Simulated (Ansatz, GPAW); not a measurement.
# Ballistic transport through methylbenzenedithiol between two Pd chains, from relaxation to T(E), part 3 of 3

How well does methylbenzenedithiol between two Pd chains conduct once its atoms have relaxed, and how much do cheaper levels lose?

GPAW 26.7.0 and Ansatz 0.2.0; Ansatz plane waves; relaxation of the junction with the lead ends held; PAW set soft_1 (the session's first sound run).

So far, transmission at the Fermi level (one spin): step 4 (GPAW, dzp) 0.0350; step 5 (basis szp(dzp)) 0.0397; step 6 (basis sz(dzp)) 0.0695.

## 7. LDA in the dzp basis: xc = "LDA"

Level of this step: GPAW LCAO, PAW setups; Landauer transmission from Green's functions with principal layers (ASE), zero bias (GPAW).

Back in the dzp basis, the functional changes from PBE to LDA, to set the spread between functionals beside that between bases.

run.py

```python
import json
import numpy as np
from ase import Atoms
from ase.transport.calculators import TransportCalculator
from gpaw import GPAW, FermiDirac
from gpaw.lcao.tools import get_lcao_hamiltonian
from scipy.linalg import eigh

# The junction with lead layers at both ends, along the third cell vector
device = Atoms(
    ['Pd', 'Pd', 'Pd', 'Pd', 'Pd', 'Pd', 'Pd', 'Pd', 'S', 'C', 'H', 'H', 'C', 'C', 'C', 'C', 'H', 'H', 'C', 'C', 'H', 'H', 'S', 'Pd', 'Pd', 'Pd', 'Pd', 'Pd', 'Pd', 'Pd', 'Pd'],
    positions=[
        [8.30754, 5.71003, 1.25000],
        [8.30754, 5.71003, 3.75000],
        [8.30754, 5.71003, 6.25000],
        [8.30754, 5.71003, 8.75000],
        [8.30754, 5.71003, 11.25000],
        [8.30754, 5.71003, 13.75000],
        [9.15848, 5.22436, 16.04394],
        [8.21032, 5.75736, 18.39023],
        [9.88511, 5.05060, 19.61501],
        [9.71519, 5.12708, 21.33884],
        [7.69550, 5.90511, 21.56387],
        [11.72760, 4.34904, 21.49983],
        [8.58890, 5.56402, 22.08789],
        [10.85711, 4.68684, 22.06533],
        [8.62302, 5.55541, 23.46936],
        [10.91551, 4.66965, 23.44681],
        [12.91950, 3.89230, 23.39789],
        [7.75198, 5.89276, 24.03341],
        [9.76766, 5.11485, 24.19364],
        [12.16352, 4.19297, 24.13390],
        [11.95502, 3.33595, 24.79115],
        [12.59139, 4.97928, 24.77320],
        [9.91311, 5.06501, 25.92020],
        [8.20300, 5.77527, 27.09948],
        [9.16044, 5.25779, 29.44544],
        [8.30754, 5.71003, 31.74451],
        [8.30754, 5.71003, 34.24451],
        [8.30754, 5.71003, 36.74451],
        [8.30754, 5.71003, 39.24451],
        [8.30754, 5.71003, 41.74451],
        [8.30754, 5.71003, 44.24451]],
    cell=[[16.61509, 0.0, 0.0], [0.0, 11.42007, 0.0], [0.0, 0.0, 45.49451]],
    pbc=True)

# One principal layer of the lead: the first 5 atoms of the device
lead = Atoms(
    ['Pd', 'Pd', 'Pd', 'Pd', 'Pd'],
    positions=[
        [8.30754, 5.71003, 1.25000],
        [8.30754, 5.71003, 3.75000],
        [8.30754, 5.71003, 6.25000],
        [8.30754, 5.71003, 8.75000],
        [8.30754, 5.71003, 11.25000]],
    cell=[[16.61509, 0.0, 0.0], [0.0, 11.42007, 0.0], [0.0, 0.0, 12.5]],
    pbc=True)

settings = dict(mode='lcao', basis='dzp', xc='LDA', h=0.2,
                occupations=FermiDirac(0.1), maxiter=250,
                mixer=dict(beta=0.1, nmaxold=8, weight=100.0),
                convergence=dict(density=0.0001))
energies = np.arange(-2, 2 + 1e-9, 0.025)
eta = 0.0001
n1, n2 = 1, 1
# k and -k transmit alike, so half of the mesh across the current serves
mesh = [(i, j) for i in range(n1) for j in range(n2) if (i, j) <= (-i % n1, -j % n2)]
weights = np.array([1 if (i, j) == (-i % n1, -j % n2) else 2 for i, j in mesh]) / (n1 * n2)

# [... helper functions left out ...]
fermi_lead = ground_state(lead, (1, 1, 9), 'lead.txt')
fermi_device = ground_state(device, (1, 1, 2), 'device.txt')
# [... loop over the mesh left out, but for ...]
        # Shift the lead onto the potential of the device's first layer
        shift = ((H[:, 0, 0] - H0[:, 0, 0]) / S0[0, 0]).real.mean()
# [...]
kT = 8.617333e-5 * 300
bias = [0.1, 0.2, 0.5, 1.0, 1.5, 2.0]
# [... integrals and printing left out ...]
```

Launch:

```console
OMP_NUM_THREADS=1 OPENBLAS_NUM_THREADS=1 python run.py
```

Log:

```text
basis functions: device 579, principal layer 135
Fermi level: lead -5.0123 eV, device -4.7413 eV; lead shifted by -0.0049 eV
largest coupling past the next layer 1.19e-04 eV, largest misfit of the first layer 0.056 eV
  E-E_F (eV)   T (one spin)  [channel counts left out]
    -2.000    3.4833e-03
    -1.975    4.5602e-03
    -1.950    6.0132e-03
[...]
1.975    1.1432e-03
     2.000    1.1393e-03
conductance at 300 K: 0.046929 G0 a cell; thermopower -123.2 uV/K
current from the zero-bias T(E) at 0.1 V: 0.42309 uA
current from the zero-bias T(E) at 0.2 V: 1.1102 uA
current from the zero-bias T(E) at 0.5 V: 2.1584 uA
current from the zero-bias T(E) at 1.0 V: 5.2519 uA
current from the zero-bias T(E) at 1.5 V: 7.487 uA
current from the zero-bias T(E) at 2.0 V: 10.31 uA
```

Wall time 7.3 min (1 thread of Arm Neoverse V2, shared host); peak memory 3.2 GiB.

This step gave:

* conductance: 0.04693 G₀
* largest coupling past the next principal layer: 1.19e-4 eV
* largest misfit of the first principal layer: 0.05552 eV
* shift that aligns the lead: -0.004902 eV
* basis functions of the junction: 579
* basis functions of a principal layer: 135
* transmission at the Fermi level (one spin): 0.02892

The conductance, 0.0469 G₀, lies 23 % below that of the dzp run. At 0.1 eV T drops to or jumps from 0.693 where the lead's channel count changes: a band edge of the lead lies in the thermal window, and enters the average.

## 8. Without the relaxation: geometry = "as built"

The dzp basis with PBE on the structure as first built shows what the relaxation was worth.

run.py: that of step 7 with these lines changed.

```diff
@@ -18,21 +18,21 @@
         [8.30754, 5.71003, 13.75000],
-        [9.15848, 5.22436, 16.04394],
-        [8.21032, 5.75736, 18.39023],
-        [9.88511, 5.05060, 19.61501],
-        [9.71519, 5.12708, 21.33884],
-        [7.69550, 5.90511, 21.56387],
-        [11.72760, 4.34904, 21.49983],
-        [8.58890, 5.56402, 22.08789],
-        [10.85711, 4.68684, 22.06533],
-        [8.62302, 5.55541, 23.46936],
-        [10.91551, 4.66965, 23.44681],
-        [12.91950, 3.89230, 23.39789],
-        [7.75198, 5.89276, 24.03341],
-        [9.76766, 5.11485, 24.19364],
-        [12.16352, 4.19297, 24.13390],
-        [11.95502, 3.33595, 24.79115],
-        [12.59139, 4.97928, 24.77320],
-        [9.91311, 5.06501, 25.92020],
-        [8.20300, 5.77527, 27.09948],
-        [9.16044, 5.25779, 29.44544],
+        [8.30754, 5.71003, 16.25000],
+        [8.30754, 5.71003, 18.75000],
+        [10.10561, 4.39355, 19.58561],
+        [10.03851, 4.31086, 21.36123],
+        [7.87943, 4.25481, 21.47267],
+        [12.17907, 4.31551, 21.57872],
+        [8.81490, 4.25281, 22.02629],
+        [11.22422, 4.28190, 22.10113],
+        [8.77841, 4.18000, 23.42113],
+        [11.20416, 4.20859, 23.50668],
+        [13.36509, 4.22700, 23.56555],
+        [7.81132, 4.12741, 23.91659],
+        [9.96378, 4.16300, 24.16888],
+        [12.51192, 4.17888, 24.25095],
+        [12.60607, 3.25000, 24.82252],
+        [12.58848, 5.03789, 24.92522],
+        [9.83174, 4.06465, 25.94831],
+        [8.30754, 5.71003, 26.74451],
+        [8.30754, 5.71003, 29.24451],
         [8.30754, 5.71003, 31.74451],
@@ -58,3 +58,3 @@
 
-settings = dict(mode='lcao', basis='dzp', xc='LDA', h=0.2,
+settings = dict(mode='lcao', basis='dzp', xc='PBE', h=0.2,
                 occupations=FermiDirac(0.1), maxiter=250,
```

Log:

```text
basis functions: device 579, principal layer 135
Fermi level: lead -4.6202 eV, device -4.4530 eV; lead shifted by -0.0033 eV
largest coupling past the next layer 1.07e-04 eV, largest misfit of the first layer 0.030 eV
  E-E_F (eV)   T (one spin)  [channel counts left out]
    -2.000    6.7392e-01
    -1.975    8.1160e-01
    -1.950    9.1608e-01
[...]
1.975    1.0910e-02
     2.000    1.0648e-02
conductance at 300 K: 0.91757 G0 a cell; thermopower 7.372 uV/K
current from the zero-bias T(E) at 0.1 V: 6.9744 uA
current from the zero-bias T(E) at 0.2 V: 13.16 uA
current from the zero-bias T(E) at 0.5 V: 23.688 uA
current from the zero-bias T(E) at 1.0 V: 34.179 uA
current from the zero-bias T(E) at 1.5 V: 50.639 uA
current from the zero-bias T(E) at 2.0 V: 55.075 uA
```

It took 7.7 min on 1 thread; peak memory 3.2 GiB.

This step gave:

- conductance: 0.9176 G₀
- largest coupling past the next principal layer: 1.07e-4 eV
- largest misfit of the first principal layer: 0.02979 eV
- shift that aligns the lead: -0.003295 eV
- transmission at the Fermi level (one spin): 0.9672

One spin. Transmission, zone mean against energy, zero at the Fermi level:

energy (eV), transmission, zone mean and a bar:
```
   -2.000      0.674 #####################
   -1.925      0.918 ############################
   -1.800      0.448 ##############
   -1.750      0.839 ##########################
   -1.600      0.489 ###############
   -1.450      0.972 ##############################
   -1.400      0.590 ##################
   -1.200      0.015 
   -1.000      0.037 #
   -0.800      0.279 ########
   -0.600      0.892 ###########################
   -0.550      0.979 ##############################
   -0.400      0.449 ##############
   -0.200      0.454 ##############
   -0.025      0.979 ##############################
    0.000      0.967 ##############################
    0.200      0.216 ######
    0.400      0.073 ##
    0.600      0.048 #
    0.800      0.038 #
    1.000      0.032 #
    1.200      0.026 
    1.400      0.021 
    1.600      0.017 
    1.800      0.013 
    2.000      0.011
```

The conductance, 0.918 G₀, lies a factor of 15 above that of the dzp run.

## 9. All levels side by side

Times are for 1 thread of Arm Neoverse V2, shared host. The runs compared:

```
no.      run  conductance (G₀)     time  memory (GiB)
  1      dzp           0.06056  8.5 min           3.2
  2      szp           0.03274  5.5 min           3.1
  3       sz           0.08838  4.1 min           3.0
  4  dzp LDA           0.04693  7.3 min           3.2
  5  asbuilt            0.9176  7.7 min           3.2
```

## 10. Comparison

The curves are compared point by point over the common energies.

This step: comparison of transmission and cost over codes, levels and geometry; PAW set soft_1 (GPAW 26.7.0).

Ladder, by row:

```
   step  code  T at the Fermi level (sum over the listed spins)  conductance (G0)  r.m.s. T(E) from the first  wall time (s)  peak memory (GiB)  threads
    dzp  GPAW                                           0.03498           0.06056                           0          507.3               3.21        1
    szp  GPAW                                           0.03972           0.03274                      0.1299          327.4               3.09        1
     sz  GPAW                                           0.06951           0.08838                     0.08604          243.2               2.99        1
dzp-LDA  GPAW                                           0.02892           0.04693                     0.05999          438.4               3.21        1
asbuilt  GPAW                                            0.9672            0.9176                      0.4067          462.8                3.2        1
```

Transmission, zone mean, sum over the listed spins against energy, zero at the Fermi level:

```
energy (eV)      dzp      szp       sz  dzp-LDA  asbuilt
     -2.000  0.00408    0.139   0.0181  0.00348    0.674
     -1.800  0.00979  0.00888  0.00229  0.00958    0.448
     -1.600   0.0246  0.00895   0.0127   0.0308    0.489
     -1.400  0.00683  0.00218  0.00832  0.00850    0.590
     -1.200  0.00158   4.3e-4  0.00256  0.00194   0.0148
     -1.000   9.2e-4  0.00409  0.00201   7.2e-4   0.0370
     -0.875   0.0538    0.929   0.0481   0.0310    0.123
     -0.825     1.00    0.179    0.723    0.582    0.199
     -0.800    0.416    0.117    0.661    0.631    0.279
     -0.600    0.127   0.0560   0.0528    0.109    0.892
     -0.500   0.0730    0.433    0.291   0.0702    0.968
     -0.400    0.527   0.0573   0.0885    0.255    0.449
     -0.200   0.0191   0.0314   0.0251   0.0197    0.454
      0.000   0.0350   0.0397   0.0695   0.0289    0.967
      0.025   0.0508   0.0508    0.396   0.0382    0.927
      0.100    0.501  0.00567  0.00529    0.693    0.687
      0.200  0.00435  0.00345  0.00287  0.00444    0.216
      0.400  0.00258  0.00220  0.00174  0.00265   0.0726
      0.600  0.00196  0.00177  0.00141  0.00202   0.0477
      0.800  0.00162  0.00151  0.00126  0.00166   0.0382
      1.000  0.00138  0.00132  0.00118  0.00140   0.0317
      1.200  0.00120  0.00116  0.00113  0.00120   0.0260
      1.400  0.00110  0.00105  0.00113  0.00109   0.0210
      1.600  0.00107   9.7e-4  0.00117  0.00106   0.0166
      1.800  0.00110   9.6e-4  0.00126  0.00110   0.0132
      2.000  0.00112  0.00101  0.00142  0.00114   0.0106
```

## 11. Density threshold 0.01, mixing 0.25, mixing history 5

The Hamiltonian is taken from the last density. The density threshold is one of the tests that end the cycle; the energy must settle too, so a loose value may not be the test that decides. Mixing changes the road to self-consistency, not its end. The mixing history changes the road to self-consistency, not its end.

This step: GPAW LCAO, PAW setups; Landauer transmission from Green's functions with principal layers (ASE), zero bias (GPAW 26.7.0).

run.py: that of step 8 with these lines changed.

```diff
@@ -18,21 +18,21 @@
         [8.30754, 5.71003, 13.75000],
-        [8.30754, 5.71003, 16.25000],
-        [8.30754, 5.71003, 18.75000],
-        [10.10561, 4.39355, 19.58561],
-        [10.03851, 4.31086, 21.36123],
-        [7.87943, 4.25481, 21.47267],
-        [12.17907, 4.31551, 21.57872],
-        [8.81490, 4.25281, 22.02629],
-        [11.22422, 4.28190, 22.10113],
-        [8.77841, 4.18000, 23.42113],
-        [11.20416, 4.20859, 23.50668],
-        [13.36509, 4.22700, 23.56555],
-        [7.81132, 4.12741, 23.91659],
-        [9.96378, 4.16300, 24.16888],
-        [12.51192, 4.17888, 24.25095],
-        [12.60607, 3.25000, 24.82252],
-        [12.58848, 5.03789, 24.92522],
-        [9.83174, 4.06465, 25.94831],
-        [8.30754, 5.71003, 26.74451],
-        [8.30754, 5.71003, 29.24451],
+        [9.15848, 5.22436, 16.04394],
+        [8.21032, 5.75736, 18.39023],
+        [9.88511, 5.05060, 19.61501],
+        [9.71519, 5.12708, 21.33884],
+        [7.69550, 5.90511, 21.56387],
+        [11.72760, 4.34904, 21.49983],
+        [8.58890, 5.56402, 22.08789],
+        [10.85711, 4.68684, 22.06533],
+        [8.62302, 5.55541, 23.46936],
+        [10.91551, 4.66965, 23.44681],
+        [12.91950, 3.89230, 23.39789],
+        [7.75198, 5.89276, 24.03341],
+        [9.76766, 5.11485, 24.19364],
+        [12.16352, 4.19297, 24.13390],
+        [11.95502, 3.33595, 24.79115],
+        [12.59139, 4.97928, 24.77320],
+        [9.91311, 5.06501, 25.92020],
+        [8.20300, 5.77527, 27.09948],
+        [9.16044, 5.25779, 29.44544],
         [8.30754, 5.71003, 31.74451],
@@ -60,4 +60,4 @@
                 occupations=FermiDirac(0.1), maxiter=250,
-                mixer=dict(beta=0.1, nmaxold=8, weight=100.0),
-                convergence=dict(density=0.0001))
+                mixer=dict(beta=0.25, nmaxold=5, weight=100.0),
+                convergence=dict(density=0.01))
 energies = np.arange(-2, 2 + 1e-9, 0.025)
```

Log:

```text
basis functions: device 579, principal layer 135
Fermi level: lead -4.6224 eV, device -4.3775 eV; lead shifted by -0.0142 eV
largest coupling past the next layer 1.07e-04 eV, largest misfit of the first layer 0.066 eV
  E-E_F (eV)   T (one spin)  channels
    -2.000    4.2952e-03    4.0000
    -1.975    5.5046e-03    4.0000
    -1.950    6.9081e-03    4.0000
    -1.925    5.7057e-03    4.0000
    -1.900    1.6319e-02    4.0000
    -1.875    3.2160e-02    4.0000
    -1.850    1.7158e-01    4.0000
    -1.825    6.7684e-03    4.0000
    -1.800    1.0191e-02    4.0000
    -1.775    1.3808e-02    4.0000
    -1.750    1.7372e-02    4.0000
    -1.725    2.0879e-02    4.0000
    -1.700    2.4120e-02    4.0000
    -1.675    2.6705e-02    4.0000
    -1.650    2.8146e-02    4.0000
    -1.625    2.8172e-02    4.0000
[...]
1.825    1.1734e-03    2.0000
     1.850    1.1754e-03    2.0000
     1.875    1.1752e-03    2.0000
     1.900    1.1719e-03    2.0000
     1.925    1.1643e-03    2.0000
     1.950    1.1509e-03    2.0000
     1.975    1.1298e-03    2.0000
     2.000    1.0988e-03    2.0000
conductance at 300 K: 0.076577 G0 a cell; thermopower -130.7 uV/K
current from the zero-bias T(E) at 0.1 V: 0.69234 uA
current from the zero-bias T(E) at 0.2 V: 1.686 uA
current from the zero-bias T(E) at 0.5 V: 2.7585 uA
current from the zero-bias T(E) at 1.0 V: 6.2149 uA
current from the zero-bias T(E) at 1.5 V: 8.5451 uA
current from the zero-bias T(E) at 2.0 V: 11.875 uA
```

Run time: 6.4 min. Hardware: 1 thread; peak memory 2.9 GiB.

The run finished with changed settings (conv = 0.01, beta = 0.25 and nmaxold = 5); it serves as a test.

Side by side:

```
                                           quantity   this run   sound run  difference
                                   conductance (G₀)   0.076577    0.060557      0.0160
largest coupling past the next principal layer (eV)   1.072e-4    1.071e-4      9.3e-8
   largest misfit of the first principal layer (eV)   0.065971    0.038865      0.0271
                    shift that aligns the lead (eV)  -0.014191  -0.0045907    -0.00960
         transmission at the Fermi level (one spin)   0.039856    0.034983     0.00487
```

The two runs differ clearly in the conductance: 0.0766 G₀ against 0.0606 G₀.

## 12. Summary of results

```
conductance                                        : 0.0606 G₀
transmission at the Fermi level, mean of the spins : 0.0350
```

In words: In the dzp basis the junction conducts 0.0606 G₀ at 300 K, with T = 0.0350 a spin at the Fermi level; no smaller basis tried comes within 10 % of that conductance. Relaxation moved atoms by up to 1.8 Å and took the conductance from 0.918 to 0.0606 G₀, as a ratio a larger change than the step from dzp to the minimal basis. The conductance differs from T at the Fermi level because it averages T(E) over the thermal window, about 0.09 eV wide, in which T changes. Measured against the first run (dzp), the nearest curve is that of dzp-LDA (r.m.s. 0.060) and the farthest that of asbuilt (0.41). Over the compared runs wall time goes from 243 s (sz) to 507 s (dzp), on a shared host. Moves of this size go well beyond a change of bond lengths: the free chain atoms or the scatterer took up a new arrangement, and the name in the title describes the start. The leads kept an estimated spacing and the cell its length, so the junction may be under some tension or compression. The run had no spin polarisation, so a magnetic state, which chains and small molecules with open shells often have, wasn't tested. Semilocal functionals put molecular levels too near the Fermi level, so such conductances usually come out too high, and chain electrodes have a sharper density of states than real ones. An evenly spaced straight chain is an idealisation: free chains tend to dimerise, zigzag or, where a band edge lies near the Fermi level, turn magnetic. The currents use the zero-bias T(E) throughout, which holds only while the bias is small against the distance to the nearest feature. Within about eight thermal energies of the Fermi level ln T(E) bends sharply from one computed energy to the next, or the lead's channel count changes, so the thermal averages, above all the thermopower, rest on an interpolation that may be rough.

[Logs are printed without paths, hosts, clocks, repeated set-up lines and the standing remarks that a program may print on its own settings, such as how far it seeks lower states.]

[Hosts, paths, dates, database ids (printed as entryN), source tags and the programs' standing remarks are cut or masked in the printed files.]
